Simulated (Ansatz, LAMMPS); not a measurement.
# Amorphous 72SiO2-28V2O3 (mol %) (114 atoms): geometry optimisation, part 2 of 2

Wanted: the relaxed structure of amorphous 72SiO2-28V2O3 (mol %) (114 atoms) and its electronic structure.

Ansatz 0.2.0; Kohn-Sham DFT, PBE, PAW (set soft_2), plane waves.

The cell: 23 Si, 18 V and 73 O. The quench rate of 10 K/ps far exceeds what a furnace or splat quench reaches. The starting topology of bonds comes from the classical model. Without a Hubbard term or exact exchange, open shells on V are likely too delocalised. The Brillouin zone is sampled at Γ only, in a cell whose shortest periodic width is 11 Å.

So far. Step 4 (Relaxation): The relaxation changed the energy by -42.4 meV/atom, and atoms moved by 0.19 Å r.m.s., 0.40 Å at most.

### 6. Single point at the relaxed geometry

The electronic structure is read at the final geometry, in a run of its own.

File input.yaml:

```yaml
crystal:
  lattice:
    - [11.34223, 0.0, 0.0]
    - [0.0, 11.34223, 0.0]
    - [0.0, 0.0, 11.34223]
  atoms:
    - { symbol: Si, position: [0.11114, 0.68234, 0.45773] }
    - { symbol: Si, position: [0.78305, 0.11014, 0.37263] }
    - { symbol: Si, position: [0.69696, 0.72098, 0.27008] }
    - { symbol: Si, position: [0.28367, 0.69305, 0.66962] }
    - { symbol: Si, position: [0.11315, 0.62302, 0.87155] }
    - { symbol: Si, position: [0.72576, 0.93908, 0.99369] }
    - { symbol: Si, position: [0.3118, 0.68747, 0.28256] }
    - { symbol: Si, position: [0.9128, 0.22616, 0.58254] }
    - { symbol: Si, position: [0.50295, 0.35811, 0.10737] }
    - { symbol: Si, position: [0.40801, 0.22531, 0.52603] }
    - { symbol: Si, position: [0.84327, 0.67379, 0.6633] }
    - { symbol: Si, position: [0.08245, 0.99845, 0.85679] }
    - { symbol: Si, position: [0.98196, 0.38402, 0.25911] }
    - { symbol: Si, position: [0.60258, 0.70291, 0.94137] }
    - { symbol: Si, position: [0.07083, 0.85869, 0.0935] }
    - { symbol: Si, position: [0.60317, 0.43831, 0.86798] }
    - { symbol: Si, position: [0.44582, 0.48247, 0.6358] }
    - { symbol: Si, position: [0.34983, 0.9922, 0.88787] }
    - { symbol: Si, position: [0.93313, 0.48679, 0.50649] }
    - { symbol: Si, position: [0.04091, 0.23841, 0.96899] }
    - { symbol: Si, position: [0.54484, 0.06972, 0.7126] }
    - { symbol: Si, position: [0.16121, 0.10091, 0.51789] }
    - { symbol: Si, position: [0.53246, 0.65151, 0.44458] }
    - { symbol: V, position: [0.54566, 0.1293, 0.2899], spin: -2.0 }
    - { symbol: V, position: [0.71381, 0.88415, 0.50408], spin: -2.0 }
    - { symbol: V, position: [0.55784, 0.80649, 0.66515], spin: 2.0 }
    - { symbol: V, position: [0.81865, 0.97517, 0.70765], spin: -2.0 }
    - { symbol: V, position: [0.56079, 0.15198, 0.97702], spin: -2.0 }
    - { symbol: V, position: [0.01563, 0.88193, 0.59234], spin: -2.0 }
    - { symbol: V, position: [0.87558, 0.68604, 0.03052], spin: 2.0 }
    - { symbol: V, position: [0.77324, 0.21061, 0.8529], spin: 2.0 }
    - { symbol: V, position: [0.07479, 0.1182, 0.23808], spin: -2.0 }
    - { symbol: V, position: [0.82804, 0.14299, 0.13544], spin: 2.0 }
    - { symbol: V, position: [0.47737, 0.87944, 0.13402], spin: 2.0 }
    - { symbol: V, position: [0.30124, 0.22233, 0.06217], spin: 2.0 }
    - { symbol: V, position: [0.93375, 0.87304, 0.30145], spin: 2.0 }
    - { symbol: V, position: [0.27337, 0.98719, 0.26109], spin: 2.0 }
    - { symbol: V, position: [0.318, 0.71555, 0.01618], spin: -2.0 }
    - { symbol: V, position: [0.76238, 0.47165, 0.13054], spin: -2.0 }
    - { symbol: V, position: [0.89486, 0.46607, 0.84831], spin: -2.0 }
    - { symbol: V, position: [0.21504, 0.47643, 0.10314], spin: 2.0 }
    - { symbol: O, position: [0.4458, 0.9886, 0.77885] }
    - { symbol: O, position: [0.2207, 0.96704, 0.83046] }
    - { symbol: O, position: [0.17766, 0.07231, 0.37677] }
    - { symbol: O, position: [0.14902, 0.97063, 0.5767] }
    - { symbol: O, position: [0.97134, 0.73897, 0.65992] }
    - { symbol: O, position: [0.22796, 0.11665, 0.15678] }
    - { symbol: O, position: [0.86023, 0.52163, 0.00473] }
    - { symbol: O, position: [0.15804, 0.31361, 0.01182] }
    - { symbol: O, position: [0.20098, 0.70445, 0.78893] }
    - { symbol: O, position: [0.72904, 0.37788, 0.83368] }
    - { symbol: O, position: [0.36662, 0.89497, 0.99337] }
    - { symbol: O, position: [0.04339, 0.17542, 0.55248] }
    - { symbol: O, position: [0.91378, 0.44824, 0.37029] }
    - { symbol: O, position: [0.18012, 0.66544, 0.33387] }
    - { symbol: O, position: [0.57176, 0.74252, 0.81143] }
    - { symbol: O, position: [0.18535, 0.78053, 0.07883] }
    - { symbol: O, position: [0.3579, 0.38186, 0.11129] }
    - { symbol: O, position: [0.56551, 0.78456, 0.4939] }
    - { symbol: O, position: [0.99293, 0.95802, 0.75194] }
    - { symbol: O, position: [0.03911, 0.94194, 0.98206] }
    - { symbol: O, position: [0.44558, 0.01221, 0.23065] }
    - { symbol: O, position: [0.82137, 0.60157, 0.78458] }
    - { symbol: O, position: [0.60201, 0.43386, 0.1706] }
    - { symbol: O, position: [0.60437, 0.81444, 0.21604] }
    - { symbol: O, position: [0.05233, 0.26642, 0.3013] }
    - { symbol: O, position: [0.53643, 0.56156, 0.5566] }
    - { symbol: O, position: [0.9308, 0.30425, 0.9038] }
    - { symbol: O, position: [0.82476, 0.20577, 0.4694] }
    - { symbol: O, position: [0.39486, 0.77923, 0.66702] }
    - { symbol: O, position: [0.80527, 0.98047, 0.10604] }
    - { symbol: O, position: [0.05974, 0.55642, 0.5044] }
    - { symbol: O, position: [0.07866, 0.4696, 0.1936] }
    - { symbol: O, position: [0.01404, 0.70213, 0.93871] }
    - { symbol: O, position: [0.87651, 0.95226, 0.54472] }
    - { symbol: O, position: [0.27592, 0.17756, 0.55624] }
    - { symbol: O, position: [0.09108, 0.93978, 0.21556] }
    - { symbol: O, position: [0.44953, 0.21573, 0.38903] }
    [... 30 atom lines left out ...]
    - { symbol: O, position: [0.67341, 0.02522, 0.41066] }
    - { symbol: O, position: [0.08487, 0.14099, 0.8731] }
    - { symbol: O, position: [0.49775, 0.14548, 0.60365] }
    - { symbol: O, position: [0.62718, 0.55952, 0.94339] }
    - { symbol: O, position: [0.496, 0.21484, 0.1372] }
    - { symbol: O, position: [0.63837, 0.97041, 0.65852] }
magnetization:
  spin_polarized: true
kpoints:
  mp_grid: { grid: [1, 1, 1] }
hamiltonian:
  xc: pbe
scf:
  occupations: { method: gaussian, width: 0.025 }
  lower_state_search: "off"
output:
  forces: true
  stress: true
  populations: true
  dos:
    method: { smearing: { sigma: 0.1 } }
    de: 0.1
    projected: { site_lists: { O: [O], Si: [Si], V: [V] } }
  eigenvalues: true
  write_density: true
  write_potential: true
  volumetric_format: npy
```

Run with:

```sh
ansatz run input.yaml --threads 4 --pin off --max-ram 8192MiB --backend cpu --events-out ev --progress --plain --runs-dir out
```

Run time: 3.5 min. Hardware: 4 threads of Arm Neoverse V1, shared host; peak memory 3.8 GiB; 14 min of CPU time.

The program notes that the exchange-correlation potential is rough where the density is thin.

Numbers from this run:

* free energy: -108564.1552 eV
* free energy per atom: -952.3172 eV/atom
* SCF cycles: 49
* pressure: 0.195 GPa
* r.m.s. force component: 0.00717 eV/Å
* longest force: 0.02671 eV/Å
* Fermi energy: 7.114 eV
* levels partly filled by over 2 per cent: 3
* absolute moment: 35.29 μB
* spilling of the projection: 0.00857

Löwdin charges by element and coordination (they lack the spilled electrons, 0.057 e an atom on average):

| element | coordination | atoms | mean charge (e) | spread | least | most |
| --- | --- | --- | --- | --- | --- | --- |
| O | all | 73 | -0.770 | 0.0308 | -0.814 | -0.654 |
| O | 2 | 36 | -0.773 | 0.0184 | -0.797 | -0.715 |
| O | 3 | 32 | -0.762 | 0.04 | -0.814 | -0.654 |
| O | 4 | 5 | -0.794 | 0.0103 | -0.805 | -0.776 |
| Si | all | 23 | 1.71 | 0.0444 | 1.64 | 1.80 |
| V | all | 18 | 1.30 | 0.0465 | 1.22 | 1.36 |
| V | 4 | 1 | 1.31 | 0 | 1.31 | 1.31 |
| V | 5 | 10 | 1.33 | 0.0352 | 1.24 | 1.36 |
| V | 6 | 7 | 1.25 | 0.0271 | 1.22 | 1.28 |

Magnetic moments by element and coordination:

| element | coordination | atoms | mean moment (μB) | spread | least | most |
| --- | --- | --- | --- | --- | --- | --- |
| O | all | 73 | -0.0012 | 0.0118 | -0.0436 | 0.0384 |
| O | 2 | 36 | 0.001 | 0.0053 | -0.0104 | 0.0147 |
| O | 3 | 32 | -0.0039 | 0.0164 | -0.0436 | 0.0384 |
| O | 4 | 5 | -2.0e-4 | 0.0051 | -0.0083 | 0.0076 |
| Si | all | 23 | -2.0e-4 | 0.0015 | -0.0034 | 0.0038 |
| V | all | 18 | 6.0e-4 | 1.36 | -1.61 | 1.56 |
| V | 4 | 1 | -1.37 | 0 | -1.37 | -1.37 |
| V | 5 | 10 | 0.342 | 1.27 | -1.32 | 1.56 |
| V | 6 | 7 | -0.291 | 1.39 | -1.61 | 1.46 |

States in the cell by windows of 1 eV, zero at the Fermi level; the larger projections on atomic orbitals stand beside the total:

| from (eV) | to (eV) | total up | total down | O p | V d |
| --- | --- | --- | --- | --- | --- |
| -18 | -12 | 0.0 | 0.0 | 0.0 | 0.0 |
| -12 | -11 | 3.5 | 3.5 | 4.6 | 0.0 |
| -11 | -10 | 6.4 | 6.4 | 8.6 | 0.2 |
| -10 | -9 | 8.2 | 8.3 | 11.4 | 0.4 |
| -9 | -8 | 13.1 | 13.1 | 19.4 | 1.0 |
| -8 | -7 | 26.2 | 26.4 | 39.7 | 3.7 |
| -7 | -6 | 30.7 | 30.4 | 48.1 | 5.7 |
| -6 | -5 | 45.9 | 46.3 | 78.3 | 7.9 |
| -5 | -4 | 42.4 | 42.2 | 75.6 | 5.0 |
| -4 | -3 | 37.4 | 37.2 | 69.1 | 3.2 |
| -3 | -2 | 5.3 | 5.3 | 9.9 | 0.4 |
| -2 | -1 | 0.5 | 0.9 | 0.2 | 1.2 |
| -1 | 0 | 17.6 | 16.5 | 4.1 | 28.9 |
| 0 | 1 | 13.5 | 12.8 | 3.6 | 21.3 |
| 1 | 2 | 25.0 | 29.6 | 5.8 | 44.9 |
| 2 | 3 | 26.6 | 25.0 | 6.9 | 38.7 |
| 3 | 4 | 8.1 | 6.7 | 2.6 | 9.6 |
| 4 | 5 | 6.1 | 6.1 | 1.6 | 0.7 |

Between -26 and -18 eV lie 146 more states.

The levels nearest the highest filled one (over half full), pooled over k-points and spins:

| level less the highest filled one (eV) | occupation |
| --- | --- |
| -0.182 | 1 |
| -0.181 | 1 |
| -0.164 | 1 |
| -0.161 | 1 |
| -0.0185 | 0.96 |
| 0 | 0.761 |
| 0.0229 | 0.279 |
| 0.0876 | 0 |
| 0.123 | 0 |
| 0.217 | 0 |
| 0.235 | 0 |
| 0.329 | 0 |

Spin density in the ac plane at fractional y = 0.222, with atoms of Si and V and O within 0.2 Å of it.

Ten even steps from '_' (-0.2 e/Å³) to '@' (1.8 e/Å³), each cell a mean:
```
______________........__________________________________________
____________________________________________............________
__________________________________________....--==**::..________
__________________________________________....++@@@@==....______
____________________________________________..--==::::....______
____________________________________________......______________
________________________________________________________________
________________________________________________________________
________________________________________________________________
________________________________________________________________
________________________________________________________________
________________________________________________________________
________________________________________________________________
________________________________________________________________
______________________________..________________________________
________________________________________________________________
__..____________________________________________________________
________________________________________________________________
______________________________________________________....______
__________________......__________________________..__....______
______________......::....______________________........________
____________....--++**::..______..______________..........______
____________....==@@%%==....________________________......______
____________....::++::::....____________________________________
```
Columns run along a (11.3 Å), rows up along c (11.3 Å). Atoms in or near the plane, at fractional coordinates: Si at (0.91, 0.58), Si at (0.41, 0.53), Si at (0.04, 0.97), V at (0.77, 0.85), V at (0.30, 0.06), O at (0.82, 0.47), O at (0.45, 0.39), O at (0.50, 0.14).

Electrostatic potential energy in the ac plane at fractional y = 0.222, with atoms of Si and V and O within 0.2 Å of it. With pseudopotentials it is smooth inside the atoms' cores, unlike the true potential.

Ten even steps from '0' (-36 eV) to '9' (12 eV), each cell a mean:
```
00027898877889986445886458999984
10158999999999987667888655689986
76689999999999999888886222268998
99999999999999999998885233258999
99999999999999999997887422379999
99999999999999999999999877789999
99999999999999999999999999878999
99999999999999999999999999867788
89999999999988899999999999863136
77899999767754578999999999730003
53589998435300058999999999740004
87799999766200048999999996234457
99999999998632378999999982005889
99999999999873137999999985248999
99999999999981005999999988899999
97799999999996347888999988999999
73379999999999988778987789999999
86589999999999998788974379999999
98888999999999988889997788889999
99999999888999732599999987678899
89999998645689400289999986557898
68999986222368732589999987778886
66789985233258888888997458889986
20158887322478887556883027999986
```
Columns run along a (11.3 Å; values clipped at the 3rd and 97th percentile), rows up along c (11.3 Å). Atoms in or near the plane, at fractional coordinates: Si at (0.91, 0.58), Si at (0.41, 0.53), Si at (0.04, 0.97), V at (0.77, 0.85), V at (0.30, 0.06), O at (0.82, 0.47), O at (0.45, 0.39), O at (0.50, 0.14).

Mean Löwdin charges: O -0.77, Si +1.71, V +1.30 e (they miss 0.86 % of the electrons, so they add up to more than the cell's charge). The cell holds a total moment of 2.2e-5 μB, from site moments of up to 1.6 μB that point both ways; no search proves this magnetic order the lowest. Within 0.4 eV of the Fermi level the largest share is V d (84 % of the projected weight).

The surroundings of O77, which has 4 bonded neighbours where the commonest count for O is 2, nearest first, numbered as they follow in the input and with coordinates relative to it.

| atom | x | y | z | distance (Å) | bonds | Löwdin charge (e) | moment (μB) |
| --- | --- | --- | --- | --- | --- | --- | --- |
| O77 | 0.00 | 0.00 | 0.00 | 0.00 | 4 | -0.80 | 0.00 |
| Si15 | -0.23 | -0.92 | -1.38 | 1.68 | 4 | 1.67 | 0.00 |
| V32 | -0.18 | 2.02 | 0.26 | 2.05 | 6 | 1.27 | -1.25 |
| V36 | -1.78 | -0.76 | 0.97 | 2.17 | 5 | 1.35 | 1.56 |
| V37 | 2.07 | 0.54 | 0.52 | 2.20 | 5 | 1.24 | 1.50 |
| O91 | -1.56 | -1.73 | -0.76 | 2.45 | 3 | -0.73 | -0.03 |
| O44 | 0.98 | 1.50 | 1.83 | 2.56 | 3 | -0.77 | -0.01 |
| O57 | 1.07 | -1.81 | -1.55 | 2.61 | 2 | -0.74 | 0.00 |
| O47 | 1.55 | 2.01 | -0.67 | 2.62 | 3 | -0.67 | -0.04 |
| O87 | -2.15 | 1.26 | 1.02 | 2.69 | 4 | -0.80 | -0.01 |
| O61 | -0.59 | 0.02 | -2.65 | 2.71 | 2 | -0.78 | 0.00 |
| O94 | -0.80 | -1.64 | 2.46 | 3.06 | 3 | -0.77 | 0.00 |
| O80 | 2.85 | -1.29 | 0.43 | 3.15 | 3 | -0.79 | -0.02 |
| O86 | -1.17 | 2.57 | -1.47 | 3.18 | 3 | -0.76 | -0.01 |

### 7. What came out

| Property | Result |
| --- | --- |
| energy change in the relaxation | -42.43 meV/atom |
| r.m.s. displacement | 0.189 Å |
| largest displacement | 0.403 Å |
| free energy per atom | -952.3172 eV/atom |
| pressure | 0.195 GPa |
| r.m.s. force component | 0.00717 eV/Å |
| wall time of the 3 DFT runs | 26 min |

In words: Relaxation lowers the energy by 42.4 meV/atom and moves atoms by 0.19 Å r.m.s.; the r.m.s. force component goes from 0.83 to 0.0072 eV/Å. By the final cutoffs 3 of 188 bonded pairs parted and 3 joined. From the first step to the last the energy fell by 4.837 eV, and the largest move was 0.40 Å (O67). The O-Si bonds go from 1.619 Å (spread 0.037) to 1.640 Å (spread 0.027). Counting bonds as in the table, 49 % of O atoms have 2, all Si atoms have 4 and 56 % of V atoms have 5 bonded neighbours. 33 % of the oxygens bridge two formers and 60 % are non-bridging; 7 % join none. 3 levels are partly filled, by over 2 % (at Γ alone): no clear gap opens at this level. The cell holds a total moment of 2.2e-5 μB, from site moments of up to 1.6 μB that point both ways; no search proves this magnetic order the lowest.

**Limits.** In the spin-polarised runs the search for a state of lower energy was switched off. The network of bonds at the start is that of the classical potential that made the cell; in DFT 3 of its 188 bonded pairs passed out of the cutoffs and 3 came within them. The run was spin polarised, started with 9 moments up and 9 down in a pattern of our own, ending at 0.0 μB in the cell; that starting order needn't be the real material's, and it bears on forces, charges and levels.

[Long decimals in the printed logs are rounded to 6 places.]

[Logs are printed without paths, hosts, clocks, repeated set-up lines and the standing remarks that a program may print on its own settings, such as how far it seeks lower states.]

[Hosts, paths, dates, database ids (printed as entryN), source tags and the programs' standing remarks are cut or masked in the printed files.]

[A walk said to have stopped at its limit may instead have ended on an SCF cycle that didn't converge.]
